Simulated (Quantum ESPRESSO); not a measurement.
**Ba2Cu3Cl2O4: parallel and opposed starts**

Wanted: the moments of Ba2Cu3Cl2O4 and the energy of each order that was tried.

Method: LDA; plane waves with GBRV 1.5 LDA potentials, no spin-orbit coupling, in Quantum ESPRESSO 7.5.

### Step 1. Starting point

It takes space group I4/mmm (No. 139, tetragonal). The conventional cell has a = 5.517 Å, b = 5.517 Å, c = 13.808 Å, α = 90.00°, β = 90.00°, γ = 90.00°. Ba has 4 O at 2.75 Å and 4 Cl at 3.15 Å nearest. Nearest to Cu lie 4 O at 1.95 Å. Nearest to Cl lie 4 Ba at 3.15 Å. Nearest to O lie 3 Cu at 1.95 Å and 2 Ba at 2.75 Å. Farther neighbours and most contacts between anions are not listed.

The cell comes from the Crystallography Open Database.

### Step 2. Run 1, typed as ferro +++

The signs are those of the starting moments on the seeded atoms, the atoms that are given a moment.

The input, pw.in:

```
&CONTROL
  calculation = 'scf'
  prefix = 'pwscf'
  outdir = './tmp'
  pseudo_dir = './pseudo'
  disk_io = 'nowf'
/
&SYSTEM
  ibrav = 0
  nat = 11
  ntyp = 4
  ecutwfc = 40
  ecutrho = 280
  nbnd = 75
  occupations = 'smearing'
  smearing = 'fd'
  degauss = 0.00367493
  nspin = 2
  starting_magnetization(1) = 0
  starting_magnetization(2) = 0.0526
  starting_magnetization(3) = 0
  starting_magnetization(4) = 0
/
&ELECTRONS
  conv_thr = 2.2d-08
  electron_maxstep = 150
  mixing_beta = 0.3
/
ATOMIC_SPECIES
Ba    137.3270 ba_lda_v1.uspp.F.UPF
Cu     63.5460 cu_lda_v1.2.uspp.F.UPF
Cl     35.4500 cl_lda_v1.4.uspp.F.UPF
O      15.9990 o_lda_v1.2.uspp.F.UPF
CELL_PARAMETERS angstrom
  -2.7585000000    2.7585000000    6.9040000000
   2.7585000000   -2.7585000000    6.9040000000
   2.7585000000    2.7585000000   -6.9040000000
ATOMIC_POSITIONS crystal
Ba      0.3600000000    0.3600000000    0.0000000000
Ba      0.6400000000    0.6400000000    0.0000000000
Cu      0.5000000000    0.0000000000    0.5000000000
Cu      0.0000000000    0.5000000000    0.5000000000
Cu      0.0000000000    0.0000000000    0.0000000000
Cl      0.7500000000    0.2500000000    0.5000000000
Cl      0.2500000000    0.7500000000    0.5000000000
O       0.2500000000    0.2500000000    0.5000000000
O       0.2500000000    0.7500000000    0.0000000000
O       0.7500000000    0.7500000000    0.5000000000
O       0.7500000000    0.2500000000    0.0000000000
K_POINTS automatic
6 6 6 0 0 0
```

Run with:

```sh
OMP_NUM_THREADS=1 mpirun -n 4 pw.x -nk 4 -in pw.in > pw.out
```

Output:

```text
Program PWSCF v.7.5 starts

     Message from routine setup:
     using ibrav=0 with symmetry is DISCOURAGED, use correct ibrav instead

     K-points division:     npool     =       4
     Subspace diagonalization in iterative solution of the eigenvalue problem:

     G-vector sticks info
     --------------------
     sticks:   dense  smooth     PW     G-vecs:    dense   smooth      PW
     Sum        4283    2461    793               112021    48469    8889

     Using Slab Decomposition

     bravais-lattice index     =            0
     lattice parameter (alat)  =      14.9854  a.u.
     unit-cell volume          =    1418.0886 (a.u.)^3
     number of atoms/cell      =           11
     number of atomic types    =            4
     number of electrons       =       115.00
     number of Kohn-Sham states=           75
     kinetic-energy cutoff     =      40.0000  Ry
     charge density cutoff     =     280.0000  Ry
     scf convergence threshold =      2.2E-08
     mixing beta               =       0.3000
     number of iterations used =            8  plain     mixing
     Exchange-correlation= SLA  PZ   NOGX NOGC
                           (   1   1   0   0   0   0   0)

     celldm(1)=  14.985404  celldm(2)=   0.000000  celldm(3)=   0.000000
     celldm(4)=   0.000000  celldm(5)=   0.000000  celldm(6)=   0.000000

     crystal axes: (cart. coord. in units of alat)
               a(1) = (  -0.347859   0.347859   0.870625 )
               a(2) = (   0.347859  -0.347859   0.870625 )
               a(3) = (   0.347859   0.347859  -0.870625 )

     reciprocal axes: (cart. coord. in units 2 pi/alat)
               b(1) = ( -0.000000  1.437364  0.574300 )
               b(2) = (  1.437364 -0.000000  0.574300 )
               b(3) = (  1.437364  1.437364  0.000000 )

     PseudoPot. # 1 for Ba read from file:
     ba_lda_v1.uspp.F.UPF
     Pseudo is Ultrasoft + core correction, Zval = 10.0
     Generated by new atomic code, or converted to UPF format
     Using radial grid of  907 points,  7 beta functions with:
                l(1) =   0
                l(2) =   0
                l(3) =   1
                l(4) =   1
                l(5) =   2
                l(6) =   2
                l(7) =   3
     Q(r) pseudized with  6 coefficients,  rinner =    1.700   1.700   1.700
                                                       1.700   1.700   1.700
                                                       1.700

     PseudoPot. # 2 for Cu read from file:
     cu_lda_v1.2.uspp.F.UPF
     Pseudo is Ultrasoft + core correction, Zval = 19.0
     Generated by new atomic code, or converted to UPF format
     Using radial grid of  867 points,  6 beta functions with:
                l(1) =   0
                l(2) =   0
                l(3) =   1
                l(4) =   1
                l(5) =   2
                l(6) =   2
     Q(r) pseudized with  8 coefficients,  rinner =    1.150   1.150   1.150
                                                       1.150   1.150

     PseudoPot. # 3 for Cl read from file:
     cl_lda_v1.4.uspp.F.UPF
     Pseudo is Ultrasoft + core correction, Zval =  7.0
     Generated by new atomic code, or converted to UPF format
     Using radial grid of  909 points,  6 beta functions with:
                l(1) =   0
                l(2) =   0
                l(3) =   1
                l(4) =   1
                l(5) =   2
                l(6) =   2
     Q(r) pseudized with  8 coefficients,  rinner =    1.300   1.300   1.300
                                                       1.300   1.300

     PseudoPot. # 4 for O  read from file:
     o_lda_v1.2.uspp.F.UPF
     Pseudo is Ultrasoft + core correction, Zval =  6.0
     Generated by new atomic code, or converted to UPF format
     Using radial grid of  737 points,  5 beta functions with:
                l(1) =   0
                l(2) =   0
                l(3) =   1
                l(4) =   1
                l(5) =   2
     Q(r) pseudized with  8 coefficients,  rinner =    0.900   0.900   0.900
                                                       0.900   0.900

     atomic species   valence    mass     pseudopotential
     Ba               10.00   137.32700     Ba( 1.00)
     Cu               19.00    63.54600     Cu( 1.00)
     Cl                7.00    35.45000     Cl( 1.00)
     O                 6.00    15.99900     O ( 1.00)

     Starting magnetic structure
     atomic species   magnetization
     Ba              0.000
     Cu              0.053
     Cl              0.000
     O               0.000

     16 Sym. Ops., with inversion, found

   Cartesian axes

     site n.     atom                  positions (alat units)
         1        Ba     tau(   1) = (  -0.0000000   0.0000000   0.6268501  )
         2        Ba     tau(   2) = (   0.0000000  -0.0000000   1.1144001  )
         3        Cu     tau(   3) = (   0.0000000   0.3478591   0.0000000  )
         4        Cu     tau(   4) = (   0.3478591   0.0000000   0.0000000  )
         5        Cu     tau(   5) = (   0.0000000   0.0000000   0.0000000  )
         6        Cl     tau(   6) = (   0.0000000   0.3478591   0.4353126  )
         7        Cl     tau(   7) = (   0.3478591  -0.0000000   0.4353126  )
         8        O      tau(   8) = (   0.1739296   0.1739296   0.0000000  )
         9        O      tau(   9) = (   0.1739296  -0.1739296   0.8706251  )
        10        O      tau(  10) = (   0.1739296   0.1739296   0.8706251  )
        11        O      tau(  11) = (  -0.1739296   0.1739296   0.8706251  )

     number of k points=    30  Fermi-Dirac smearing, width (Ry)=  0.0037
                       cart. coord. in units 2pi/alat
        k(    1) = (   0.0000000   0.0000000   0.0000000), wk =   0.0046296
        k(    2) = (   0.2395606   0.2395606   0.0000000), wk =   0.0185185
        k(    3) = (   0.4791212   0.4791212   0.0000000), wk =   0.0185185
        k(    4) = (  -0.7186818  -0.7186818   0.0000000), wk =   0.0092593
        k(    5) = (   0.2395606  -0.0000000   0.0957167), wk =   0.0370370
        [... 25 further k-points ...]

     Dense  grid:   112021 G-vectors     FFT dimensions: (  80,  80,  80)

     Smooth grid:    48469 G-vectors     FFT dimensions: (  64,  64,  64)

     Check: negative core charge=   -0.000002
     Generating pointlists ...
     new r_m :   0.1429 (alat units)  2.1407 (a.u.) for type    1
     new r_m :   0.1015 (alat units)  1.5205 (a.u.) for type    2
     new r_m :   0.1638 (alat units)  2.4547 (a.u.) for type    3
     new r_m :   0.1015 (alat units)  1.5205 (a.u.) for type    4

     Initial potential from superposition of free atoms

     starting charge     111.9746, renormalised to     115.0000

     negative rho (up, down):  1.156E-01 1.156E-01
     Starting wfcs are   89 randomized atomic wfcs

     Self-consistent Calculation

     iteration #  1     ecut=    40.00 Ry     beta= 0.30
     Davidson diagonalization with overlap
     ethr =  1.00E-02,  avg # of iterations =  3.1

     negative rho (up, down):  1.119E-01 1.118E-01

     total energy              =   -1547.35124958 Ry
     estimated scf accuracy    <       1.78588820 Ry

     total magnetization       =     1.62 Bohr mag/cell
     absolute magnetization    =     1.75 Bohr mag/cell

     iteration #  2     ecut=    40.00 Ry     beta= 0.30
     Davidson diagonalization with overlap
     ethr =  1.55E-03,  avg # of iterations =  2.3

     negative rho (up, down):  1.098E-01 1.097E-01

     total energy              =   -1547.69920460 Ry
     estimated scf accuracy    <       0.28264445 Ry

     total magnetization       =     0.92 Bohr mag/cell
     absolute magnetization    =     1.08 Bohr mag/cell

     iteration #  3     ecut=    40.00 Ry     beta= 0.30
     Davidson diagonalization with overlap
     ethr =  2.46E-04,  avg # of iterations =  5.8

     negative rho (up, down):  1.086E-01 1.086E-01

     total energy              =   -1547.69062467 Ry
     estimated scf accuracy    <       0.18384084 Ry

     total magnetization       =     0.96 Bohr mag/cell
     absolute magnetization    =     1.10 Bohr mag/cell

     [... further iterations left out ...]

     iteration # 34     ecut=    40.00 Ry     beta= 0.30
     Davidson diagonalization with overlap
     ethr =  2.73E-09,  avg # of iterations =  3.0

     negative rho (up, down):  1.044E-01 1.044E-01

     total energy              =   -1547.71631135 Ry
     estimated scf accuracy    <       0.00000693 Ry

     total magnetization       =    -0.05 Bohr mag/cell
     absolute magnetization    =     0.06 Bohr mag/cell

     iteration # 35     ecut=    40.00 Ry     beta= 0.30
     Davidson diagonalization with overlap
     ethr =  2.73E-09,  avg # of iterations =  4.0

     negative rho (up, down):  1.044E-01 1.044E-01

     total energy              =   -1547.71636205 Ry
     estimated scf accuracy    <       0.00000008 Ry

     total magnetization       =     0.00 Bohr mag/cell
     absolute magnetization    =     0.00 Bohr mag/cell

     iteration # 36     ecut=    40.00 Ry     beta= 0.30
     Davidson diagonalization with overlap
     ethr =  6.91E-11,  avg # of iterations =  4.0

     negative rho (up, down):  1.044E-01 1.044E-01

     total energy              =   -1547.71636279 Ry
     estimated scf accuracy    <       0.00000004 Ry

     total magnetization       =    -0.01 Bohr mag/cell
     absolute magnetization    =     0.01 Bohr mag/cell

     iteration # 37     ecut=    40.00 Ry     beta= 0.30
     Davidson diagonalization with overlap
     ethr =  3.55E-11,  avg # of iterations =  4.0

     negative rho (up, down):  1.044E-01 1.044E-01

     Magnetic moment per site  (integrated on atomic sphere of radius R)
     atom   1 (R=0.143)  charge=  6.6006  magn= -0.0000
     atom   2 (R=0.143)  charge=  6.6006  magn= -0.0000
     atom   3 (R=0.101)  charge= 16.4540  magn=  0.0000
     atom   4 (R=0.101)  charge= 16.4540  magn=  0.0000
     atom   5 (R=0.101)  charge= 16.4160  magn= -0.0016
     atom   6 (R=0.164)  charge=  6.7103  magn= -0.0000
     atom   7 (R=0.164)  charge=  6.7103  magn= -0.0000
     atom   8 (R=0.101)  charge=  5.2938  magn= -0.0003
     atom   9 (R=0.101)  charge=  5.2938  magn= -0.0003
     atom  10 (R=0.101)  charge=  5.2938  magn= -0.0003
     atom  11 (R=0.101)  charge=  5.2938  magn= -0.0003

     End of self-consistent calculation

     [... lines left out ...]
     the Fermi energy is     7.1045 ev

!    total energy              =   -1547.71636303 Ry
     estimated scf accuracy    <       0.00000001 Ry
     smearing contrib. (-TS)   =      -0.00238921 Ry
     internal energy E=F+TS    =   -1547.71397382 Ry

     The total energy is F=E-TS. E is the sum of the following terms:
     one-electron contribution =   -1680.06204257 Ry
     hartree contribution      =     887.45646108 Ry
     xc contribution           =    -217.59516609 Ry
     ewald contribution        =    -537.51322624 Ry

     total magnetization       =    -0.00 Bohr mag/cell
     absolute magnetization    =     0.00 Bohr mag/cell

     convergence has been achieved in  37 iterations

=------------------------------------------------------------------------------=
   JOB DONE.
=------------------------------------------------------------------------------=
```

Run time: 11 min. Hardware: 4 MPI ranks of Arm Neoverse V2, shared host; peak memory 1.7 GiB; 44 min of CPU time.

Spin moment in the atom's sphere by atom:

```csv
atom,spin moment in the atom's sphere (μB)
Ba1,0.0000
Ba2,0.0000
Cu3,0.0000
Cu4,0.0000
Cu5,-0.0016
Cl6,0.0000
Cl7,0.0000
O8,-0.0003
O9,-0.0003
O10,-0.0003
O11,-0.0003
```

This step gave:

```yaml
smearing_term_ts: 0.03251 eV
magnetization: 0 μB
absolute_magnetization: 0 μB
final_state: non-magnetic
```

(Part 1 of 2 ends here.)

[Logs and program files are shortened in this print: banners, set-up blocks, solver, clock and traceback lines can be left out without a mark of their own.]

[Logs are printed without paths, hosts, clocks, repeated set-up lines and the standing remarks that a program may print on its own settings, such as how far it seeks lower states.]

[Hosts, paths, dates, database ids (printed as entryN), source tags and the programs' standing remarks are cut or masked in the printed files.]

[Where a cell is said to come from a database of computed structures, the database is the Materials Project.]
